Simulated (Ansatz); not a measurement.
# Pb2C (model cell, started as antifluorite): the cell at rest

Aim: bring Pb2C (model cell, started as antifluorite) to small forces and stress, as phonons need.

Program: Ansatz 0.2.0. Level of theory: DFT PBEsol, scalar-relativistic, plane waves, PAW; PAW set soft_1. Results are calculated unless marked as measured.

The structure was built from a prototype and need not be the compound's stable phase.

### 1. The starting structure

Symmetry: Fm-3m, No. 225, cubic system. The conventional cell has a = 5.964 Å, b = 5.964 Å, c = 5.964 Å, α = 90.00°, β = 90.00°, γ = 90.00°. Nearest to C lie 8 Pb at 2.58 Å. Nearest to Pb lie 4 C at 2.58 Å. Farther neighbours are not listed.

### 2. A coarse first look

A quick single point on a coarse mesh tells whether the cell has a gap and how far it is from rest, which sets the k mesh and smearing that follow.

input.yaml

```yaml
crystal:
  lattice:
    - [0.0, 2.9819, 2.9819]
    - [2.9819, 0.0, 2.9819]
    - [2.9819, 2.9819, 0.0]
  atoms:
    - { symbol: C, position: [0.0, 0.0, 0.0] }
    - { symbol: Pb, position: [0.25, 0.25, 0.25] }
    - { symbol: Pb, position: [0.75, 0.75, 0.75] }
kpoints:
  mp_grid: { grid: [6, 6, 6] }
hamiltonian:
  xc: pbesol
  pseudopotentials: { kind: paw, azcp: { folder: soft_1 }, xc_functional: pbe }
scf:
  occupations: { method: gaussian, width: 0.1 }
output:
  forces: true
  stress: true
  eigenvalues: true
```

The run is started by

```
$ ansatz run input.yaml --threads 4 --pin off --max-ram 10240MiB --backend cpu --events-out ev --progress --plain --runs-dir out
```

Numbers of over 12 decimals in the logs are rounded to 6 here.

Output:

```text
Engine: ansatz 0.2.0, aarch64-unknown-linux-gnu
Pseudopotentials: kind: paw
Pseudopotential: C, paw, valence charge 4, recommended cutoff 420 eV (normal), soft_1/C.paw.azcp
Pseudopotential: Pb, paw, valence charge 14, recommended cutoff 420 eV (normal), soft_1/Pb.paw.azcp
Functional definition: PBEsol
  exchange = pbesol_x
  correlation = pbesol_c
Crystal: 3 atoms, lattice volume = 53.028 Å³
[...]
--- Band table (eV; the first three rows and the last of 16) ---
  k-point 0: bands = [... 12 lower, 12.1934, 13.2694, 13.2694, 13.2694, 14.4519, 14.4519, 14.4519, 20.6628]
  k-point 1: bands = [... 12 lower, 10.1759, 12.7258, 12.7258, 13.7292, 15.2199, 15.2199, 16.8603, 19.9807]
  k-point 2: bands = [... 12 lower, 9.2907, 12.2222, 12.2222, 15.3184, 15.8846, 15.8846, 17.1971, 20.1697]
  k-point 15: bands = [... 12 lower, 6.3725, 9.0177, 12.7526, 14.2269, 15.9683, 17.2887, 19.4929, 20.9537]
[key lines of the parts left out:]
SCF converged after 7 iterations
Free energy (F): -23755.767382 eV
Fermi energy:    15.352173 eV
P = ⅓ Tr σ = 29.0411 GPa (290.411 kbar)
```

The job ended after 3.4 s (4 threads of Arm Neoverse V2, shared host; peak memory 0.36 GiB; 1.7 s of CPU time).

This step gave:

* pressure: 29.04 GPa
* volume per atom: 17.68 Å³
* gap on the k-mesh: 0 eV

The coarse mesh shows no gap and a pressure of 29.0 GPa.

### 3. Rough relaxation

A rough relaxation comes first, because large forces or stress need no tight tolerances yet.

input.yaml, as its differences from that of step 2:

```diff
@@ -20 +20,6 @@
   eigenvalues: true
+relax:
+  adjacent_minimum: "off"
+  f_tol: 0.05
+  max_steps: 80
+  cell: { stress_tol: 0.5 }
```

Output:

```text
[...]
Crystal: 3 atoms, lattice volume = 53.028 Å³
Basis set: ecut = 420 eV, 1037 PW (Γ), exchange–correlation on 60×60×60 points (8 copies of the dense FFT grid, shifted against one another)
Bands: 20, of which v1, the nominal top of the filled ones, is band 16 counted from 1 (15 counted from 0)
Symmetry: 48 space group operations
[...]
k-points: 16 of 216
[...]
F+E_penalty+E_count = -23756.85812423 eV   max|allowed force component| = 2.467e-16 eV/Å   (the final SCF, on the basis selected at the relaxed cell)
  cell:  # Å, volume = 68.2931 Å³
    - [0, 3.244260, 3.244260]
    - [3.244260, 0, 3.244260]
    - [3.244260, 3.244260, 0]
  atoms:
    - { symbol: C, position: [0, 0, 0] }
    - { symbol: Pb, position: [0.25, 0.25, 0.25] }
    - { symbol: Pb, position: [0.750000, 0.750000, 0.750000] }
[key lines of the parts left out:]
SCF converged after 6 iterations
Free energy (F): -23756.858124 eV
Fermi energy:    10.937909 eV
P = ⅓ Tr σ = 0.0034 GPa (0.034 kbar)
```

Wall time 1.9 s (4 threads); peak memory 0.4 GiB; 6.1 s of CPU time.

The steps of the relaxation:

```csv
step,energy less that of the first step (eV),largest force component (eV/Å),pressure (GPa),volume (Å³)
1,0.0000,0.0000,29.04,53.03
2,-0.9037,0.0000,8.92,61.17
3,-1.0559,0.0000,2.57,65.62
4,-1.0731,0.0000,-0.29,68.29
5*,-1.0907,0.0000,0.00,68.29
```

Relaxation steps marked * repeat the geometry before them on a plane-wave basis chosen anew for their cell, so energy and pressure can jump there.

The run keeps the 48 symmetry operations that it works with, so distortions that break them were not tested.

```csv
"conventional cell, symmetrised",before,after,change
a (Å),5.964,6.489,+8.8 %
b (Å),5.964,6.489,+8.8 %
c (Å),5.964,6.489,+8.8 %
volume (Å³/atom),17.68,22.76,+28.8 %
```

Final coordinates:

```xyz
3
Lattice="0.0000 3.2443 3.2443 3.2443 0.0000 3.2443 3.2443 3.2443 0.0000" Properties=species:S:1:pos:R:3 pbc="T T T"
C     0.0000    0.0000    0.0000
Pb    1.6221    1.6221    1.6221
Pb    4.8664    4.8664    4.8664
```

Numbers from this step:

```yaml
pressure: 0.003367 GPa
volume_per_atom: 22.76 Å³
```

In this step the volume went from 17.68 to 22.76 Å³/atom.

### 4. Bringing the structure to rest

The cell and atoms are relaxed, since residual forces and stress would shift the frequencies.

input.yaml, the sections that differ from step 3:

```yaml
crystal:
  lattice:
    - [0.0, 3.2442599861, 3.2442599861]
    - [3.2442599861, 0.0, 3.2442599861]
    - [3.2442599861, 3.2442599861, 0.0]
  atoms:
    - { symbol: C, position: [0.0, 0.0, 0.0] }
    - { symbol: Pb, position: [0.25, 0.25, 0.25] }
    - { symbol: Pb, position: [0.75, 0.75, 0.75] }
kpoints:
  mp_grid: { grid: [12, 12, 12] }
output:
  forces: true
  stress: true
  eigenvalues: true
  write_density: true
  write_potential: true
  elf: true
  volumetric_format: npy
relax:
  adjacent_minimum: "off"
  f_tol: 0.005
  max_steps: 80
  cell: { stress_tol: 0.05 }
# hamiltonian, scf: as in step 3
```

Output:

```text
[...]
Crystal: 3 atoms, lattice volume = 68.293 Å³
Basis set: ecut = 420 eV, 1363 PW (Γ), exchange–correlation on 64×64×64 points (8 copies of the dense FFT grid, shifted against one another)
Bands: 20, of which v1, the nominal top of the filled ones, is band 16 counted from 1 (15 counted from 0)
Symmetry: 48 space group operations
[...]
k-points: 72 of 1728
[...]
SCF iter   1: F=—  HF=-23757.644341 eV  |F-HF|=—  |Δ(HF+E_count)|=         —  Δρ=5.13e-2  dr2=4.47e0  ethr=3.10e-3  ⟨swp⟩=6.2  Hψ=7286  notcnv=0
[...]
SCF iter   6: F=-23756.849951 eV  HF=-23756.849951 eV  |F-HF|=6.43e-8  |Δ(HF+E_count)|=   1.81e-6  Δρ=1.34e-5  dr2=7.10e-8  ethr=3.13e-10  ⟨swp⟩=9.7  Hψ=12311  notcnv=0
SCF 1 converged in 6 iterations: F = -23756.849951 eV  dr2 = 7.10e-8
[...]
relax step   1: F+E_penalty+E_count = -23756.84995114 eV  Δ(F+E_penalty+E_count) = +0.000e0 eV  max|allowed force component| = 4.934e-17 eV/Å  Δτ_max = 0.0000 Å  P = +0.022 GPa  Ω = 68.293 Å³  (6 SCF iters, dr2 threshold 1.00e-7 eV, accepted)
[...]
SCF iter   6: F=-23756.849951 eV  HF=-23756.849951 eV  |F-HF|=0.00e0  |Δ(HF+E_count)|=  1.46e-11  Δρ=3.83e-8  dr2=1.51e-12  ethr=1.00e-12  ⟨swp⟩=5.0  Hψ=6980  notcnv=0
SCF 2 converged in 6 iterations: F = -23756.849951 eV  dr2 = 1.51e-12
relax step   2: F+E_penalty+E_count = -23756.84995117 eV  Δ(F+E_penalty+E_count) = -2.936e-8 eV  max|allowed force component| = 3.701e-17 eV/Å  Δτ_max = 0.0000 Å  P = +0.022 GPa  Ω = 68.293 Å³  stress off target by 2.17e-2 GPa  SCF on the basis re-selected at this cell (its energy is not comparable with the rows above)  (6 SCF iters)
[...]
SCF converged after 6 iterations
Free energy (F): -23756.849951 eV
[...]
Internal energy: -23756.848405 eV  (E = F + TS)
E sigma→0 (E₀):  -23756.849178 eV
Entropy (-TS):   -0.001547 eV (-0.516 meV/atom)
Fermi energy:    10.670779 eV
[...]
--- Stress (GPa, compression-positive) ---
        0.021706      -0.000000      -0.000000
        0.000000       0.021706       0.000000
        0.000000       0.000000       0.021706
  P = ⅓ Tr σ = 0.0217 GPa (0.217 kbar)
--- Band table (eV; the first three rows and the last of 72) ---
  k-point 0: bands = [... 12 lower, 6.2025, 9.5097, 9.5097, 9.5097, 10.4029, 10.4029, 10.4029, 15.6377]
  k-point 1: bands = [... 12 lower, 5.9194, 9.2488, 9.3403, 9.3403, 10.6195, 10.6195, 11.1246, 15.2763]
  k-point 2: bands = [... 12 lower, 5.2588, 9.0568, 9.0568, 9.3269, 11.0153, 11.0153, 12.1441, 14.9004]
  k-point 71: bands = [... 12 lower, 2.0091, 6.0805, 10.0485, 10.0485, 10.5182, 12.1172, 14.7691, 14.7691]
--- Relaxed structure (1 steps of the walk, 1 accepted, 1 SCFs on fresh bases) ---
[...]
cell:  # Å, volume = 68.2931 Å³
    - [0.0, 3.2442599861, 3.2442599861]
    - [3.2442599861, 0.0, 3.2442599861]
    - [3.2442599861, 3.2442599861, 0.0]
  atoms:
    - { symbol: C, position: [0.0, 0.0, 0.0] }
    - { symbol: Pb, position: [0.25, 0.25, 0.25] }
    - { symbol: Pb, position: [0.75, 0.75, 0.75] }
```

It took 3.3 s on 4 threads; peak memory 0.48 GiB.

Little changed from the start: no atom moved by 0.005 Å and no cell edge by 0.1 %.

This step gave:

| Quantity | Value |
| --- | --- |
| pressure | 0.02171 GPa |

ELF in the ac plane of a cell with a along [110], b along [-110] and c along [001] of the cube at fractional y = 0.000, with atoms of C and Pb within 0.2 Å of it. It is the smooth field of the valence electrons, not physical close to the nuclei.

Ten even steps from '_' (0.02) to '@' (0.78), each cell a mean:
```
++@@@@++::::----::--##@@**++@@@@++::::----::--##@@**
@@@@##----======----++%%@@@@@@##----======----++%%@@
%%**==--====--====----++##%%**==--====--====----++##
----::--==::__..--==--::------::--==::__..--==--::--
....::====..____--++--::......::====..____--++--::..
__..::==++--..::==++--....__..::==++--..::==++--....
____::--++++==++++==--..______::--++++==++++==--..__
____..::--======----..________..::--======----..____
______..::::::::::....__________..::::::::::....____
______..::------::::..__________..::------::::..____
____..--====++====--::..______..--====++====--::..__
__..::==++++--==++==--..____..::==++++--==++==--..__
....::==++::__..==++--........::==++::__..==++--....
::::::====..____--==--::::::::::====..____--==--::::
++==----==--..::====----++++==----==--..::====----++
@@%%++----====++==----##@@@@%%++----====++==----##@@
%%@@%%==----====----**@@@@%%@@%%==----====----**@@@@
::%%@@++::::::::::--%%@@++::%%@@++::::::::::--%%@@++
```
Columns run along a (9.2 Å), rows up along c (6.5 Å), edges of the conventional cell, whose origin can differ from the input's. Atoms in or near the plane, at fractional coordinates: C at (0.00, 0.00), C at (0.50, 0.00), Pb at (0.25, 0.25), Pb at (0.75, 0.25), Pb at (0.25, 0.75), Pb at (0.75, 0.75).

Electrostatic potential energy in the ac plane of a cell with a along [110], b along [-110] and c along [001] of the cube at fractional y = 0.000, with atoms of C and Pb within 0.2 Å of it. With pseudopotentials it is smooth inside the atoms' cores, unlike the true potential.

Ten even steps from '_' (-33 eV) to '@' (14 eV), each cell a mean:
```
__::%%@@@@@@%%%%@@@@@@++____::%%@@@@@@%%%%@@@@@@++__
==##@@@@%%**++++##@@@@%%++==##@@@@%%**++++##@@@@%%++
@@@@@@%%++..____--##@@@@@@@@@@@@%%++..____--##@@@@@@
@@@@@@##::__..____++%%@@@@@@@@@@##::__..____++%%@@@@
@@@@@@##..__....__==%%@@@@@@@@@@##..__....__==%%@@@@
@@@@@@%%--______..**%%@@@@@@@@@@%%--______..**%%@@@@
@@@@@@%%##--::::++%%@@@@@@@@@@@@%%##--::::++%%@@@@@@
@@@@@@@@%%%%####%%@@@@@@@@@@@@@@@@%%%%####%%@@@@@@@@
@@@@@@@@@@@@@@@@@@@@@@@@@@@@@@@@@@@@@@@@@@@@@@@@@@@@
@@@@@@@@@@%%%%%%@@@@@@@@@@@@@@@@@@@@%%%%%%@@@@@@@@@@
@@@@@@@@%%**++++##%%@@@@@@@@@@@@@@%%**++++##%%@@@@@@
@@@@@@%%++..____--##@@@@@@@@@@@@%%++..____--##@@@@@@
@@@@@@##::__..____++%%@@@@@@@@@@##::__..____++%%@@@@
@@@@@@##..__....__==%%@@@@@@@@@@##..__....__==%%@@@@
@@@@@@%%--______..**@@@@@@@@@@@@%%--______..**@@@@@@
%%%%@@@@##--::::++%%@@@@%%%%%%@@@@##--::::++%%@@@@%%
..++%%@@@@%%####%%@@@@##::..++%%@@@@%%####%%@@@@##::
__..##@@@@@@@@@@@@@@@@==____..##@@@@@@@@@@@@@@@@==__
```
Columns run along a (9.2 Å; values clipped at the 3rd and 97th percentile), rows up along c (6.5 Å), edges of the conventional cell, whose origin can differ from the input's. Atoms in or near the plane, at fractional coordinates: C at (0.00, 0.00), C at (0.50, 0.00), Pb at (0.25, 0.25), Pb at (0.75, 0.25), Pb at (0.25, 0.75), Pb at (0.75, 0.75).

Valence density in the ac plane of a cell with a along [110], b along [-110] and c along [001] of the cube at fractional y = 0.000, with atoms of C and Pb within 0.2 Å of it. It is the smooth field of the valence electrons, not physical close to the nuclei.

Ten even steps from '0' (0.0 e/Å³) to '9' (7.4 e/Å³), each cell a mean:
```
11000000000111100000000011
10000010000011000001000001
00000233100000000023310000
00001587300000000158730000
00002698410000000269841000
00001465200000000146520000
00000121000000000012100000
00000000000000000000000000
00000000000000000000000000
00000000000000000000000000
00000010000000000001000000
00000233100000000023310000
00001587300000000158730000
00002698410000000269841000
00001465200000000146520000
00000121000000000012100000
11000000000011100000000001
11000000000111100000000011
```
Columns run along a (9.2 Å), rows up along c (6.5 Å), edges of the conventional cell, whose origin can differ from the input's. Atoms in or near the plane, at fractional coordinates: C at (0.00, 0.00), C at (0.50, 0.00), Pb at (0.25, 0.25), Pb at (0.75, 0.25), Pb at (0.25, 0.75), Pb at (0.75, 0.75).

In this step the volume went from 22.76 to 22.76 Å³/atom.

### 5. Tight relaxation

Phonons need a cell at rest on their own settings, so the relaxation is repeated with tight tolerances on forces and stress on the k mesh and occupations of the first response run.

input.yaml, the sections that differ from step 4:

```yaml
scf:
  occupations: { method: methfessel_paxton, width: 0.2 }
output:
  forces: true
  stress: true
  eigenvalues: true
relax:
  adjacent_minimum: "off"
  f_tol: 0.001
  max_steps: 60
  cell: { stress_tol: 0.01 }
# crystal, kpoints, hamiltonian: as in step 4
```

Output:

```text
[...]
Crystal: 3 atoms, lattice volume = 68.293 Å³
Basis set: ecut = 420 eV, 1363 PW (Γ), exchange–correlation on 64×64×64 points (8 copies of the dense FFT grid, shifted against one another)
Bands: 20, of which v1, the nominal top of the filled ones, is band 16 counted from 1 (15 counted from 0)
Symmetry: 48 space group operations
[...]
k-points: 72 of 1728
[...]
k-point 71: bands = [... 12 lower, 2.0044, 6.0769, 10.0427, 10.0427, 10.5122, 12.1116, 14.7621, 14.7621]
--- Relaxed structure (3 steps of the walk, 2 accepted, 1 SCFs on fresh bases) ---
[...]
cell:  # Å, volume = 68.3189 Å³
    - [0, 3.244668, 3.244668]
    - [3.244668, 0.0, 3.244668]
    - [3.244668, 3.244668, 0]
  atoms:
    - { symbol: C, position: [0, 0, 0] }
    - { symbol: Pb, position: [0.25, 0.25, 0.25] }
    - { symbol: Pb, position: [0.75, 0.75, 0.75] }
[key lines of the parts left out:]
SCF converged after 5 iterations
Free energy (F): -23756.848407 eV
Fermi energy:    10.672387 eV
P = ⅓ Tr σ = 0.0001 GPa (0.001 kbar)
```

The job ended after 5.7 s (4 threads; peak memory 0.48 GiB).

Little changed from the start: no atom moved by 0.005 Å and no cell edge by 0.1 %.

This step gave:

* pressure: 9.98e-5 GPa
* volume per atom: 22.77 Å³

The forces vanish by symmetry and the pressure is 0.000 GPa, within the tolerances set. The cell now holds 22.77 Å³/atom.

### 6. What came out

```yaml
space_group_after_relaxation_within_0p01_a: Fm-3m
lattice_constant_a: 6.489 Å
lattice_constant_b: 6.489 Å
lattice_constant_c: 6.489 Å
volume_per_atom: 22.8 Å³
```

In words: The forces vanish by symmetry and the pressure is 0.000 GPa, within the tolerances set. The cell now holds 22.77 Å³/atom. The relaxation keeps the symmetry of its start, so it says nothing on stability against lower symmetry. Spin-orbit coupling is left out, which can matter for the heavy elements here. The PAW files were made for PBE and serve the other functionals too. The starting cell was built on a prototype and not taken from a measurement, so the phase need not exist.

[Logs are printed without paths, hosts, clocks, repeated set-up lines and the standing remarks that a program may print on its own settings, such as how far it seeks lower states.]

[Hosts, paths, dates, database ids (printed as entryN), source tags and the programs' standing remarks are cut or masked in the printed files.]
